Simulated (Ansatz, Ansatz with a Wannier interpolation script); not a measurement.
# CsCdCl3 (Pm-3m): quasiparticle bands by Wannier interpolation

Aim: the G0W0 bands of CsCdCl3 (Pm-3m) along the symmetry lines, with the gap off the mesh.

Main program and level: Ansatz 0.2.0; LDA, Wannier functions and G0W0, plane waves, PAW.

This is a report of a sequence of runs, with most program output left out.

The database entry behind the starting cell is an old determination (1928), so it need not match the best structure at ambient conditions.

**1. The starting structure**

The structure is cubic, space group Pm-3m (No. 221). The conventional cell has a = 5.200 Å, b = 5.200 Å, c = 5.200 Å, α = 90.00°, β = 90.00°, γ = 90.00°. Nearest to Cs lie 12 Cl at 3.68 Å. Nearest to Cd lie 6 Cl at 2.60 Å. Nearest to Cl lie 2 Cd at 2.60 Å and 4 Cs at 3.68 Å. Farther neighbours and most contacts between anions are not listed.

The cell and positions come from the Crystallography Open Database and are kept as given unless a step says otherwise. Spin-orbit coupling is left out unless a step names it. The default PAW set here is soft_2. Its files were made with PBE.

**2. LDA bands**

The cheap functional maps the bands first; the places of the edges decide which points the dearer methods must see.

This step: DFT, LDA, plane waves, PAW.

Contents of input.yaml:

```yaml
crystal:
  lattice:
    - [5.2, 0.0, 0.0]
    - [0.0, 5.2, 0.0]
    - [0.0, 0.0, 5.2]
  atoms:
    - { symbol: Cs, position: [0.0, 0.0, 0.0] }
    - { symbol: Cd, position: [0.5, 0.5, 0.5] }
    - { symbol: Cl, position: [0.0, 0.5, 0.5] }
    - { symbol: Cl, position: [0.5, 0.0, 0.5] }
    - { symbol: Cl, position: [0.5, 0.5, 0.0] }
kpoints:
  mp_grid: { grid: [4, 4, 4] }
  band_path:
    path:
      - [[0.0, 0.0, 0.0], [0.0, 0.5, 0.0], [0.5, 0.5, 0.0], [0.0, 0.0, 0.0], [0.5, 0.5, 0.5], [0.0, 0.5, 0.0]]
      - [[0.5, 0.5, 0.5], [0.5, 0.5, 0.0]]
    npoints: 10
hamiltonian:
  xc: lda
scf:
  occupations: { method: fermi_dirac, width: 0.02 }
  n_extra_bands: 74
output:
  eigenvalues: true
  fatbands: true
  write_density: true
  write_potential: true
  elf: true
  volumetric_format: npy
```

On the command line:

```console
$ ansatz run input.yaml --threads 4 --pin off --max-ram 18432MiB --backend cpu --events-out ev --progress --plain --runs-dir out
```

Elapsed: 13 s, on 4 threads of Arm Neoverse V1, shared host; peak memory 0.79 GiB.

Numbers from this step:

| Property | Result |
| --- | --- |
| filled bands | 25 |
| gap | 1.511 eV |
| valence top at | R |
| conduction bottom at | Γ |
| least direct gap | 2.097 eV |

The gap is indirect, with the least direct gap 0.59 eV higher.

Electrostatic potential energy in the ac plane at fractional y = 0.500, with atoms of Cd and Cl within 0.2 Å of it. With pseudopotentials it is smooth inside the atoms' cores, unlike the true potential.

Ten even steps from '0' (-46 eV) to '9' (10 eV), each cell a mean:
```
99998400279999
99999854699999
99999988999999
99999887899999
46898655579985
02787533468840
01687432458830
14898544568862
78999866789998
99999988999999
99999977899999
99999621489999
99998400169999
```
Columns run along a (5.2 Å; values clipped at the 3rd and 97th percentile), rows up along c (5.2 Å). Atoms in or near the plane, at fractional coordinates: Cd at (0.50, 0.50), Cl at (0.00, 0.50), Cl at (0.50, 0.00).

Valence density in the ac plane at fractional y = 0.500, with atoms of Cd and Cl within 0.2 Å of it. It is the smooth field of the valence electrons, not physical close to the nuclei.

Ten steps, logarithmic in the rise over the least value, from '0' (0 e/Å³) to '9' (23 e/Å³), each cell a mean:
```
00002443431000
00001234320000
00000122110000
21100122110011
43211356421123
34312589741244
24322699842243
44212478631234
32101233210122
10000111100001
00001233210000
00001344421000
00002432431000
```
Columns run along a (5.2 Å), rows up along c (5.2 Å). Atoms in or near the plane, at fractional coordinates: Cd at (0.50, 0.50), Cl at (0.00, 0.50), Cl at (0.50, 0.00).

**3. Wannier functions (Cd:5s Cl:3p) on 8×8×8**

Localised functions give a small Hamiltonian that interpolates between mesh points at no cost.

This step: maximally localised Wannier functions, LDA, plane waves, PAW.

input.yaml, the sections that differ from step 2:

```yaml
kpoints:
  mp_grid: { grid: [4, 4, 4] }
scf:
  occupations: { method: fixed }
  n_extra_bands: 74
output:
  wannier:
    kmesh: [8, 8, 8]
    projections: [{ species: Cd, l: s, shell: 5 }, { species: Cl, l: p, shell: 3 }]
    minimise: true
    write_hr: true
    seedname: w
    conv_tol: 1.0e-07
    max_iter: 4000
    disentanglement:
      window: [-1.62, 12.17]
      frozen_window: [-1.62, 5.71]
      conv_tol: 1.0e-08
# crystal, hamiltonian: as in step 2
```

It took 27 s on 4 threads; peak memory 2.7 GiB.

Numbers from this step:

- gauge-invariant spread: 21.54 Å²
- diagonal spread: 5.33e-26 Å²
- off-diagonal spread: 0.3193 Å²
- total spread: 21.86 Å²
- least projectability: 0.5425
- localisation steps: 8
- disentanglement steps: 166
- r.m.s. interpolation error: 4.56e-4 eV
- r.m.s. error near the gap: 4.10e-4 eV

Near the gap the model misses directly solved bands by 0.4 meV r.m.s. and by 4 meV at most in the window tested. This tests the starting bands, not the corrections carried with them.

Wannier functions, by row:

| function | x (Å) | y (Å) | z (Å) | spread (Å²) | nearest atom | distance (Å) |
| --- | --- | --- | --- | --- | --- | --- |
| 1 | 2.6 | 2.6 | 2.6 | 4.238 | Cd2 | 0 |
| 2 | 0 | 2.6 | 2.6 | 1.767 | Cl3 | 0 |
| 3 | 0 | 2.6 | 2.6 | 2.339 | Cl3 | 0 |
| 4 | 0 | 2.6 | 2.6 | 1.767 | Cl3 | 0 |
| 5 | 2.6 | 0 | 2.6 | 1.767 | Cl4 | 0 |
| 6 | 2.6 | 0 | 2.6 | 1.767 | Cl4 | 0 |
| 7 | 2.6 | 0 | 2.6 | 2.339 | Cl4 | 0 |
| 8 | 2.6 | 2.6 | 0 | 2.339 | Cl5 | 0 |
| 9 | 2.6 | 2.6 | 0 | 1.767 | Cl5 | 0 |
| 10 | 2.6 | 2.6 | 0 | 1.767 | Cl5 | 0 |

Frozen up to 2.01 eV; above it the model need not follow the bands. The electronic bands at the labelled points (eV, zero at the valence-band top):

| point | band 22 | band 23 | band 24 | band 25 | band 26 |
| --- | --- | --- | --- | --- | --- |
| Γ | -0.92 | -0.59 | -0.59 | -0.59 | 1.51 |
| halfway | -0.95 | -0.95 | -0.68 | -0.68 | 2.71 |
| X | -0.91 | -0.91 | -0.86 | -0.86 | 4.26 |
| halfway | -1.01 | -0.98 | -0.54 | -0.53 | 4.75 |
| M | -1.07 | -1.07 | -0.29 | -0.01 | 6.04 |
| halfway | -1.02 | -0.80 | -0.80 | -0.42 | 3.46 |
| Γ | -0.92 | -0.59 | -0.59 | -0.59 | 1.51 |
| halfway | -1.22 | -0.61 | -0.46 | -0.46 | 3.96 |
| R | -0.27 | -0.27 | 0.00 | 0.00 | 7.84 |
| halfway | -0.65 | -0.57 | -0.55 | -0.50 | 5.19 |
| X | -0.91 | -0.91 | -0.86 | -0.86 | 4.26 |
| jump to R | -0.27 | -0.27 | 0.00 | 0.00 | 7.84 |
| halfway | -0.59 | -0.59 | -0.28 | 0.00 | 6.37 |
| M | -1.07 | -1.07 | -0.29 | -0.01 | 6.04 |

The same for Kohn-Sham, solved directly:

| point | band 22 | band 23 | band 24 | band 25 | band 26 |
| --- | --- | --- | --- | --- | --- |
| Γ | -0.92 | -0.59 | -0.59 | -0.59 | 1.51 |
| X | -0.91 | -0.91 | -0.86 | -0.86 | 4.25 |
| M | -1.07 | -1.07 | -0.29 | -0.01 | 6.04 |
| Γ | -0.92 | -0.59 | -0.59 | -0.59 | 1.51 |
| R | -0.27 | -0.27 | 0.00 | 0.00 | 5.65 |
| X | -0.91 | -0.91 | -0.86 | -0.86 | 4.25 |
| R | -0.27 | -0.27 | 0.00 | 0.00 | 5.65 |
| M | -1.07 | -1.07 | -0.29 | -0.01 | 6.04 |

**4. G0W0 at every point of the mesh: 4×4×4 mesh, 528 empty bands, screening to 140 eV**

Now the one-shot GW correction: screening in the RPA, then the self-energy of the levels asked for.

This step: G0W0 on LDA, plane waves, PAW.

input.yaml, the sections that differ from step 3:

```yaml
scf:
  occupations: { method: fixed }
gw:
  n_empty_bands: 528
  ecut_chi: 140.0
  qp_bands: [v9, c1]
  screening: { model: contour_deformation }
# crystal, kpoints, hamiltonian: as in step 3
# output: removed
```

Elapsed: 7.1 min, on 4 threads; peak memory 2.2 GiB.

Numbers from this step:

| Property | Result |
| --- | --- |
| bands summed | 553 |
| RPA ε∞ on this mesh (eigenvalues) | 3.569, 3.569, 3.569 |
| plane waves in the screening matrix | 515 |
| q-points in the mesh | 64 |
| G0W0 gap on the mesh | 3.412 eV |
| k of the valence top | -0.5, -0.5, -0.5 |
| k of the conduction bottom | 0, 0, 0 |
| starting gap on the mesh | 1.511 eV |
| Z at the valence top | 0.7702 |
| Z at the conduction bottom | 0.8144 |
| least direct G0W0 gap on the computed points | 4.265 eV |

The gap on the mesh goes from 1.51 eV to 3.41 eV, a correction of +1.90 eV. Between the two edge states, bare exchange in place of the xc potential would open the gap by 8.29 eV, and correlation takes back 6.39 eV.

**5. Interpolating the corrections**

A script adds the corrections, carried to the Wannier functions and back, to the LDA levels, along the path and on a 9×9×9 mesh.

| Quantity | Value |
| --- | --- |
| G0W0 gap over the zone | 3.412 eV |
| valence top at | R |
| conduction bottom at | Γ |
| starting gap over the zone | 1.511 eV |
| least direct G0W0 gap | 4.265 eV |
| G0W0 gap on the mesh | 3.412 eV |
| valence width, start | 5.168 eV |
| valence width, G0W0 | 5.171 eV |
| gap by a rigid shift | 3.412 eV |

Levels solved directly plus the interpolated quasiparticle correction. Limits: finite bands, cutoff and mesh; d shell near the gap, gap tends to lie low; no spin-orbit coupling. Quasiparticle bands along the path, in eV, zero at the valence-band top of each set:

| point | band 22 | band 23 | band 24 | band 25 | band 26 |
| --- | --- | --- | --- | --- | --- |
| Γ | -1.29 | -0.85 | -0.85 | -0.85 | 3.41 |
| halfway | -1.32 | -1.32 | -0.97 | -0.97 | 4.61 |
| X | -1.27 | -1.27 | -1.16 | -1.16 | 6.20 |
| halfway | -1.38 | -1.30 | -0.88 | -0.65 | 6.71 |
| M | -1.43 | -1.43 | -0.62 | -0.01 | 8.02 |
| halfway | -1.39 | -1.13 | -1.10 | -0.64 | 5.36 |
| Γ | -1.29 | -0.85 | -0.85 | -0.85 | 3.41 |
| halfway | -1.58 | -0.97 | -0.70 | -0.70 | 5.86 |
| R | -0.60 | -0.60 | 0.00 | 0.00 | 7.63 |
| halfway | -0.98 | -0.84 | -0.81 | -0.61 | 7.02 |
| X | -1.27 | -1.27 | -1.16 | -1.16 | 6.20 |
| jump to R | -0.60 | -0.60 | 0.00 | 0.00 | 7.63 |
| halfway | -0.93 | -0.93 | -0.61 | 0.00 | 7.97 |
| M | -1.43 | -1.43 | -0.62 | -0.01 | 8.02 |

The same for LDA:

(Unchanged from step 3.)

Wannier model on a dense mesh, Gaussian width 0.15 eV. Limits: finite bands, cutoff and mesh; d shell near the gap, gap tends to lie low; no spin-orbit coupling. Table of density of states by energy, zero at the valence-band top of each set; read off at these points; values in states/eV/cell:

| energy (eV) | G0W0 | LDA |
| --- | --- | --- |
| -5.500 | 1.1e-4 | 9.9e-5 |
| -5.250 | 0.0471 | 0.0456 |
| -5.000 | 0.320 | 0.314 |
| -4.750 | 0.458 | 0.466 |
| -4.500 | 0.814 | 0.815 |
| -4.250 | 0.688 | 0.723 |
| -4.000 | 1.17 | 1.21 |
| -3.750 | 1.47 | 1.43 |
| -3.500 | 1.41 | 1.41 |
| -3.250 | 1.11 | 0.928 |
| -3.000 | 1.83 | 0.907 |
| -2.750 | 2.17 | 2.18 |
| -2.500 | 2.14 | 1.86 |
| -2.250 | 3.37 | 2.12 |
| -2.000 | 6.04 | 1.75 |
| -1.750 | 8.29 | 5.13 |
| -1.600 | 10.3 | 6.17 |
| -1.500 | 9.92 | 6.27 |
| -1.250 | 8.94 | 9.81 |
| -1.000 | 9.18 | 9.84 |
| -0.900 | 8.99 | 10.4 |
| -0.750 | 7.91 | 10.4 |
| -0.500 | 2.85 | 8.91 |
| -0.250 | 1.30 | 4.30 |
| 0.000 | 0.735 | 0.891 |
| 0.250 | 0.0135 | 0.0198 |
| 0.500 | 0 | 0 |
| 0.750 | 0 | 0 |
| 1.000 | 0 | 0 |
| 1.250 | 0 | 7.9e-4 |
| 1.500 | 0 | 0.0117 |
| 1.750 | 0 | 0.0605 |
| 2.000 | 0 | 0.138 |
| 2.250 | 0 | 0.0970 |
| 2.500 | 0 | 0.150 |
| 2.750 | 0 | 0.373 |
| 3.000 | 0 | 0.118 |
| 3.250 | 0.00369 | 0.342 |
| 3.500 | 0.0215 | 0.494 |
| 3.750 | 0.0905 | 0.398 |

Corrections by starting level (eV, on the run's own energy scale, so only their differences matter):

| start | correction |
| --- | --- |
| -5.17 | −0.94 |
| -2.87 | −1.07 |
| -2.83 | −1.04 |
| -1.76 | −1.30 |
| -1.63 | −1.28 |
| -1.37 | −1.32 |
| -1.16 | −1.29 |
| -1.07 | −1.30 |
| -0.95 | −1.30 |
| -0.91 | −1.30 |
| -0.65 | −1.27 |
| -0.57 | −0.97 |
| -0.46 | −1.18 |
| -0.01 | −0.93 |
| 0.00 | −0.94 |
| 1.51 | +0.97 |
| 3.43 | +0.98 |
| 6.04 | +1.12 |

**6. LDA+SOC bands, for comparison**

The many-body steps leave out spin-orbit coupling, so its effect is taken from a two-component run, with twice the bands.

This step: DFT, LDA with spin-orbit coupling, plane waves, PAW.

input.yaml, the sections that differ from step 4:

```yaml
kpoints:
  mp_grid: { grid: [4, 4, 4] }
  band_path:
    path:
      - [[0.0, 0.0, 0.0], [0.0, 0.5, 0.0], [0.5, 0.5, 0.0], [0.0, 0.0, 0.0], [0.5, 0.5, 0.5], [0.0, 0.5, 0.0]]
      - [[0.5, 0.5, 0.5], [0.5, 0.5, 0.0]]
    npoints: 10
scf:
  occupations: { method: fermi_dirac, width: 0.02 }
  n_extra_bands: 10
magnetization:
  noncollinear: true
  spin_orbit: true
output:
  eigenvalues: true
# crystal, hamiltonian: as in step 4
# gw: removed
```

It took 28 s on 4 threads; peak memory 1 GiB.

This step gave:

| Property | Result |
| --- | --- |
| filled bands | 50 |
| gap | 1.505 eV |
| valence top at | R |
| conduction bottom at | Γ |
| least direct gap | 2.031 eV |

The gap stands −0.01 eV against LDA.

Electronic bands along the path, in eV, zero at the top of the highest nominally filled band:

| point | band 47 | band 48 | band 49 | band 50 | band 51 | band 52 | band 53 | band 54 |
| --- | --- | --- | --- | --- | --- | --- | --- | --- |
| Γ | -0.53 | -0.53 | -0.53 | -0.53 | 1.50 | 1.50 | 5.56 | 5.56 |
| halfway | -0.74 | -0.74 | -0.63 | -0.63 | 2.70 | 2.70 | 6.23 | 6.23 |
| X | -0.85 | -0.85 | -0.83 | -0.83 | 4.25 | 4.25 | 6.92 | 6.92 |
| halfway | -0.54 | -0.54 | -0.53 | -0.53 | 4.75 | 4.75 | 7.29 | 7.29 |
| M | -0.30 | -0.30 | -0.01 | -0.01 | 6.03 | 6.03 | 6.88 | 6.88 |
| halfway | -0.79 | -0.79 | -0.41 | -0.41 | 3.43 | 3.43 | 6.78 | 6.78 |
| Γ | -0.53 | -0.53 | -0.53 | -0.53 | 1.50 | 1.50 | 5.56 | 5.56 |
| halfway | -0.51 | -0.51 | -0.42 | -0.42 | 3.92 | 3.92 | 6.88 | 6.88 |
| R | 0.00 | 0.00 | 0.00 | 0.00 | 5.50 | 5.50 | 5.70 | 5.70 |
| halfway | -0.53 | -0.53 | -0.50 | -0.50 | 5.04 | 5.04 | 6.67 | 6.67 |
| X | -0.85 | -0.85 | -0.83 | -0.83 | 4.25 | 4.25 | 6.92 | 6.92 |
| jump to R | 0.00 | 0.00 | 0.00 | 0.00 | 5.50 | 5.50 | 5.70 | 5.70 |
| halfway | -0.29 | -0.29 | -0.01 | -0.01 | 5.95 | 5.95 | 6.19 | 6.19 |
| M | -0.30 | -0.30 | -0.01 | -0.01 | 6.03 | 6.03 | 6.88 | 6.88 |

**7. HSE06 bands, for comparison**

This step: DFT, HSE06, plane waves, PAW.

input.yaml: that of step 6 with these lines changed.

```diff
@@ -19,10 +19,11 @@
 hamiltonian:
-  xc: lda
+  xc: hse06
 scf:
-  occupations: { method: fermi_dirac, width: 0.02 }
-  n_extra_bands: 10
-magnetization:
-  noncollinear: true
-  spin_orbit: true
+  occupations: { method: fixed }
+  n_extra_bands: 5
 output:
   eigenvalues: true
+  write_density: true
+  write_potential: true
+  elf: true
+  volumetric_format: npy
```

Elapsed: 7.3 min, on 4 threads; peak memory 2.8 GiB; 28 min of CPU time.

This step gave:

* filled bands: 25
* gap: 3.204 eV
* valence top at: R
* conduction bottom at: Γ
* least direct gap: 3.874 eV

The gap stands +1.69 eV against LDA.

The electronic bands at the labelled points (eV, zero at the top of the highest nominally filled band):

| point | band 22 | band 23 | band 24 | band 25 | band 26 | band 27 | band 28 | band 29 |
| --- | --- | --- | --- | --- | --- | --- | --- | --- |
| Γ | -1.06 | -0.67 | -0.67 | -0.67 | 3.20 | 7.24 | 7.42 | 7.42 |
| halfway | -1.10 | -1.10 | -0.78 | -0.78 | 4.33 | 7.86 | 8.01 | 8.16 |
| X | -1.06 | -1.06 | -0.95 | -0.95 | 5.90 | 8.55 | 8.77 | 9.28 |
| halfway | -1.16 | -1.09 | -0.66 | -0.56 | 6.47 | 8.96 | 9.24 | 9.44 |
| M | -1.20 | -1.20 | -0.40 | -0.01 | 7.89 | 8.74 | 8.74 | 9.25 |
| halfway | -1.16 | -0.92 | -0.90 | -0.49 | 5.10 | 8.34 | 8.49 | 8.61 |
| Γ | -1.06 | -0.67 | -0.67 | -0.67 | 3.20 | 7.24 | 7.42 | 7.42 |
| halfway | -1.36 | -0.74 | -0.54 | -0.54 | 5.63 | 8.54 | 8.62 | 8.62 |
| R | -0.39 | -0.39 | 0.00 | 0.00 | 7.26 | 7.26 | 7.26 | 8.92 |
| halfway | -0.76 | -0.63 | -0.62 | -0.56 | 6.79 | 8.33 | 8.89 | 9.14 |
| X | -1.06 | -1.06 | -0.95 | -0.95 | 5.90 | 8.55 | 8.77 | 9.28 |
| jump to R | -0.39 | -0.39 | 0.00 | 0.00 | 7.26 | 7.26 | 7.26 | 8.92 |
| halfway | -0.71 | -0.71 | -0.40 | 0.00 | 7.71 | 7.89 | 7.89 | 8.96 |
| M | -1.20 | -1.20 | -0.40 | -0.01 | 7.89 | 8.74 | 8.74 | 9.25 |

**8. What came out**

| Property | Result |
| --- | --- |
| LDA gap | 1.51 eV |
| G0W0 gap over the zone | 3.41 eV, indirect |
| least direct G0W0 gap, in the model | 4.26 eV |
| with the spin-orbit change | 3.41 eV |
| GW settings | 4×4×4 mesh, 528 empty bands, screening to 140 eV |
| known limits | not at the basis limit; d shell near the gap, gap tends to lie low; no spin-orbit coupling |

In words: The Wannier model follows the LDA bands to under 1 meV r.m.s. near the gap. The G0W0 gap over the zone is 3.41 eV, indirect, from R to Γ; on the mesh alone it is 3.41 eV, nearly the same. The valence width in the model goes from 5.17 eV to 5.17 eV. LDA+SOC gives a gap of 1.51 eV on the same path, a spin-orbit change of −0.01 eV that would bring the G0W0 gap to 3.41 eV. HSE06 gives a gap of 3.20 eV on the same path. Bands and cutoff are finite, so the gap is not at the basis limit. The miss can reach some tenths of an eV and take either sign; the mesh is an error of its own. Above the frozen window of the model the interpolated levels need not meet the computed ones, even at points of the mesh. This is the ideal cubic cell; many perovskites, halides above all, are cubic only on average, and local tilts or off-centring can widen the gap. A d shell, filled or nearly so, lies near the gap. One-shot GW converges very slowly in bands there, not always from below, and on a semilocal start the gap tends to come out low; starts rich in exact exchange can overshoot instead.

[Paths, hosts, dates, memory and timing lines, banners, echoed tables and standing remarks are left out of the program output.]

[Logs are printed without paths, hosts, clocks, repeated set-up lines and the standing remarks that a program may print on its own settings, such as how far it seeks lower states.]

[Runs of the session that timed out or met a known fault of the program may be left out.]

[Hosts, paths, dates, database ids (printed as entryN), source tags and the programs' standing remarks are cut or masked in the printed files.]
